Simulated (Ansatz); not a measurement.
# HfO2 (Fm-3m): the dielectric response against the k mesh, part 2 of 2

Aim: how dense a k mesh do ε∞ and the zone-centre modes of HfO2 (Fm-3m) need?

Ansatz 0.2.0; DFT LDA, scalar-relativistic, plane waves, PAW; PAW set soft_1.

So far. Step 3 (Tight relaxation): The forces vanish by symmetry and the pressure is 0.001 GPa, within the tolerances set. The cell now holds 10.43 Å³/atom. The relaxed cell has a = 5.002 Å (conventional setting).

## Step 4: Response on one mesh, 4×4×4

Phonons follow from the second derivative of the energy, found here by linear response.

The response is solved on 4×4×4 k points.

input.yaml reads:

```yaml
crystal:
  lattice:
    - [0.0, 2.5008662492, 2.5008662492]
    - [2.5008662492, 0.0, 2.5008662492]
    - [2.5008662492, 2.5008662492, 0.0]
  atoms:
    - { symbol: O, position: [0.25, 0.25, 0.25] }
    - { symbol: O, position: [0.75, 0.75, 0.75] }
    - { symbol: Hf, position: [0.0, 0.0, 0.0] }
kpoints:
  mp_grid: { grid: [4, 4, 4] }
hamiltonian:
  xc: lda
  pseudopotentials: { kind: paw, azcp: { folder: soft_1 }, xc_functional: pbe }
scf:
  occupations: { method: fixed }
output:
  eigenvalues: true
phonons:
  method: dfpt
  dielectric: true
  rigid_motions: translations
  field_mesh: kpoints
```

Run with:

```bash
$ ansatz run input.yaml --threads 8 --pin off --max-ram 20480MiB --backend cpu --events-out ev --progress --plain --runs-dir out
```

The program printed:

```text
[...]
Crystal: 3 atoms, lattice volume = 31.282 Å³
Basis set: ecut = 420 eV, 609 PW (Γ), exchange–correlation on 48×48×48 points (8 copies of the dense FFT grid, shifted against one another)
Bands: 23, of which v1, the nominal top of the filled ones, is band 19 counted from 1 (18 counted from 0)
Symmetry: 48 space group operations
k-points: 18 of 64 (irreducible under 4 space group operations, time reversal used)
[...]
SCF iter   1: F=—  HF=-16594.311014 eV  |F-HF|=—  |Δ(HF+E_count)|=         —  Δρ=9.06e-2  dr2=1.96e0  ethr=3.10e-3  ⟨swp⟩=3.9  Hψ=1372  notcnv=0  defer=32
[...]
SCF iter   9: F=-16593.619339 eV  HF=-16593.619339 eV  |F-HF|=8.37e-11  |Δ(HF+E_count)|=  1.82e-10  Δρ=4.51e-7  dr2=5.50e-11  ethr=1.00e-12  ⟨swp⟩=7.9  Hψ=2769  notcnv=0
SCF 1 converged in 9 iterations: F = -16593.619339 eV  dr2 = 5.50e-11
[...]
NSCF: frozen V_eff on 1 k-points
DFPT response loops at Γ: preconditioner auto → none (the input reference at scf.mixing.eps_inf says where Resta's filter doesn't serve); β = 0.50; Broyden in place of MSR1
WARN: field response: the 4×4×4 k-mesh looks too coarse for the field response at k = (0.0000, 0.0000, 0.0000), direct gap 4.412 eV: take ε∞, Z* and everything formed from them as unconverged in the mesh. The response there varies over an interband length of 1.14 Å as this mesh's differences read it, which a coarse mesh reads short; the mesh's real-space period, 14.1 Å, is under 14 times that, 15.9 Å: field_mesh: auto, beside no phonons.dynamical_quadrupoles, solves it inside a basis that this mesh spans and, under method: fd, where it gets none, on a denser mesh; else type a denser kpoints.mp_grid, and compare
SCF converged after 9 iterations
Free energy (F): -16593.619339 eV
[...]
Internal energy: -16593.619339 eV  (E = F + TS)
E sigma→0 (E₀):  -16593.619339 eV
Fermi energy:    15.224991 eV
[...]
--- Band table (eV; the first three rows and the last of 18) ---
  k-point 0: bands = [... 15 lower, 9.4994, 14.5766, 14.5766, 14.5766, 18.9886, 18.9886, 21.1488, 26.0870]
  k-point 1: bands = [... 15 lower, 11.0681, 13.1692, 13.7068, 13.7068, 19.7912, 19.7912, 22.3358, 24.7327]
  k-point 2: bands = [... 15 lower, 12.0112, 12.3804, 13.3225, 13.3225, 19.7792, 19.7792, 22.5311, 24.0999]
  k-point 17: bands = [... 15 lower, 12.5110, 12.5110, 13.6799, 15.0000, 20.0085, 20.3684, 22.5864, 22.5864]
--- Phonons (Γ-DFPT): 2 representative perturbations + reference, on 18 of 64 k-points (Σ response iterations 7) ---
  k mesh reduced under 4 symmetry operations, with k and −k counted as one. Each operation leaves every solved perturbation unchanged. A smaller set is not considered because the run solves the response to a homogeneous field
  ASR residual: 1.319e-4 → 0.000e0 eV/Å²; symmetrization residual: 1.231e-6 eV/Å²
  ASR residual per site (eV/Å²): 5.59e-6 5.59e-6 1.32e-4
  Γ frequencies (cm⁻¹): 0.00 0.00 0.00 247.31 247.31 247.31 596.12 596.12 596.12
  ε∞ (high-frequency dielectric tensor):
        5.185678    -0.000000     0.000000
        0.000000     5.185678     0.000000
        0.000000     0.000000     5.185678
  ε⁰ (static dielectric tensor: ions relaxed, cell fixed):
       34.780644     0.000000     0.000000
        0.000000    34.780644     0.000000
        0.000000     0.000000    34.780644
  ε⁰ − ε∞ (ionic part):
       29.594966     0.000000     0.000000
        0.000000    29.594966     0.000000
        0.000000     0.000000    29.594966
  softest optical mode at Γ: 247.31 cm⁻¹; the repairs (sum rule, projections) moved no ω² at Γ by more than (0.62 cm⁻¹)²
  Born effective charges Z* (e; rows j = field, columns β = displacement):
    site 0:
        -2.79394    0.00000   -0.00000
        -0.00000   -2.79394    0.00000
        -0.00000   -0.00000   -2.79394
    site 1:
        -2.79394    0.00000   -0.00000
        -0.00000   -2.79394   -0.00000
         0.00000    0.00000   -2.79394
    site 2:
         5.58787   -0.00000    0.00000
         0.00000    5.58787    0.00000
        -0.00000    0.00000    5.58787
  Z* charge neutrality: 2.455e-5 e pre-enforcement
  k-mesh period / interband length: 14.1 Å / 1.14 Å = 12.44 at k = (0.0000, 0.0000, 0.0000), direct gap 4.412 eV — UNDER 14: by this measure the k-mesh is too coarse for the response
  optical modes at Γ without the LO–TO term, one row a degenerate level:
      ω (cm⁻¹)  modes    IR ((D/Å)²/amu)
        247.31      3            79.6469
        596.12      3             0.0000
  optical modes at Γ + LO–TO along q̂ = [1.0000, 0.0000, 0.0000]:
      ω (cm⁻¹)  modes    IR ((D/Å)²/amu)
        247.31      2            53.0979
        596.12      3             0.0000
        640.49      1            26.5490
  optical modes at Γ + LO–TO along q̂ = [0.0000, 1.0000, 0.0000]:
      ω (cm⁻¹)  modes    IR ((D/Å)²/amu)
        247.31      2            53.0979
        596.12      3             0.0000
        640.49      1            26.5490
  optical modes at Γ + LO–TO along q̂ = [0.0000, 0.0000, 1.0000]:
      ω (cm⁻¹)  modes    IR ((D/Å)²/amu)
        247.31      2            53.0979
        596.12      3             0.0000
        640.49      1            26.5490
```

The job ended after 2.2 s (8 threads of Arm Neoverse V2, shared host; peak memory 0.38 GiB; 10 s of CPU time).

Read from the output:

| Property | Result |
| --- | --- |
| sum-rule residual before enforcement | 1.32e-4 eV/Å² |
| miss of the charge sum rule | 2.46e-5 e |
| point group | m-3m |
| highest optical mode at the zone centre (no LO-TO term) | 596.1 cm⁻¹ |
| lowest optical zone-centre mode | 247.3 cm⁻¹ |
| mean high-frequency dielectric constant | 5.186 |
| largest Born charge (third of the trace) | 5.588 e |
| mean static dielectric constant | 34.78 |
| top of the zone-centre spectrum with the field | 640.5 cm⁻¹ |

Without the LO-TO term the lowest optical mode is real, 247 cm⁻¹, and the highest lies at 596.1 cm⁻¹.

## Step 5: Response on one mesh, 16×16×16

The response is solved on 16×16×16 k points.

input.yaml, as its differences from that of step 4:

```diff
@@ -10,3 +10,3 @@
 kpoints:
-  mp_grid: { grid: [4, 4, 4] }
+  mp_grid: { grid: [16, 16, 16] }
 hamiltonian:
```

The program printed:

```text
[...]
Crystal: 3 atoms, lattice volume = 31.282 Å³
Basis set: ecut = 420 eV, 609 PW (Γ), exchange–correlation on 48×48×48 points (8 copies of the dense FFT grid, shifted against one another)
Bands: 23, of which v1, the nominal top of the filled ones, is band 19 counted from 1 (18 counted from 0)
Symmetry: 48 space group operations
k-points: 621 of 4096 (irreducible under 4 space group operations, time reversal used)
[...]
optical modes at Γ + LO–TO along q̂ = [1.0000, 0.0000, 0.0000]:
      ω (cm⁻¹)  modes    IR ((D/Å)²/amu)
[...]
optical modes at Γ + LO–TO along q̂ = [0.0000, 1.0000, 0.0000]:
      ω (cm⁻¹)  modes    IR ((D/Å)²/amu)
[...]
630.33      1            26.5646
  optical modes at Γ + LO–TO along q̂ = [0.0000, 0.0000, 1.0000]:
      ω (cm⁻¹)  modes    IR ((D/Å)²/amu)
        248.39      2            53.1293
        596.47      3             0.0000
        630.33      1            26.5646
[key lines of the parts left out:]
SCF converged after 9 iterations
Free energy (F): -16593.620244 eV
Fermi energy:    15.224519 eV
```

Elapsed: 53 s, on 8 threads; peak memory 1.9 GiB.

This step gave:

```
sum-rule residual before enforcement                    : 9.66e-5 eV/Å²
miss of the charge sum rule                             : 2.34e-5 e
highest optical mode at the zone centre (no LO-TO term) : 596.5 cm⁻¹
lowest optical zone-centre mode                         : 248.4 cm⁻¹
mean high-frequency dielectric constant                 : 5.397
largest Born charge (third of the trace)                : 5.590 e
mean static dielectric constant                         : 34.75
top of the zone-centre spectrum with the field          : 630.3 cm⁻¹
```

Without the LO-TO term the lowest optical mode is real, 248 cm⁻¹, and the highest lies at 596.5 cm⁻¹.

For the mean high-frequency dielectric constant, step 4 gave 5.19; this run, with k-mesh 16×16×16 and k divisions 16, gives 5.40 (+4 %).

## Step 6: The series together

The members are set side by side, also those not shown above.

One cell throughout; the field response is solved on the k mesh of the run itself. The response against the k mesh:

```
k divisions along a1     ε∞     ε0  largest Born charge (e)  top mode with the field, q along x, y or z (cm⁻¹)  mode 7 T2g (cm⁻¹)
                   4  5.186  34.78                    5.588                                              640.5              596.1
                   6   5.38  34.75                     5.59                                              631.2              596.5
                   8  5.395  34.76                     5.59                                              630.4              596.5
                  10  5.396  34.75                     5.59                                              630.3              596.5
                  12  5.397  34.75                     5.59                                              630.3              596.5
                  14  5.397  34.76                     5.59                                              630.3              596.5
                  16  5.397  34.75                     5.59                                              630.3              596.5
```

## Step 7: Results

```json
{
  "members": "7",
  "last mode of the table (no LO-TO term), 4 k divisions": "596.1 cm⁻¹",
  "last mode of the table (no LO-TO term), 16 k divisions": "596.5 cm⁻¹"
}
```

ε∞ goes from 5.19 at 4 divisions to 5.40 at 16; from 6 divisions on it stays within 1 % of the last value. The highest mode without the field stays within 1 cm⁻¹ of its last value from 4 divisions on. The top mode with the field moves by -10.2 cm⁻¹ over the series. So the field response needs the denser mesh. These are harmonic frequencies at zero temperature: anharmonic shifts, linewidths and thermal expansion are left out. Spin-orbit coupling is left out, which can matter for the heavy elements here. The PAW files were made for PBE and are used here under another functional, an approximation that was not tested in this session. Only the zone centre was solved, so an instability at another wavevector cannot show here.

[Long decimals in the printed logs are rounded to 6 places.]

[Logs are printed without paths, hosts, clocks, repeated set-up lines and the standing remarks that a program may print on its own settings, such as how far it seeks lower states.]

[Hosts, paths, dates, database ids (printed as entryN), source tags and the programs' standing remarks are cut or masked in the printed files.]
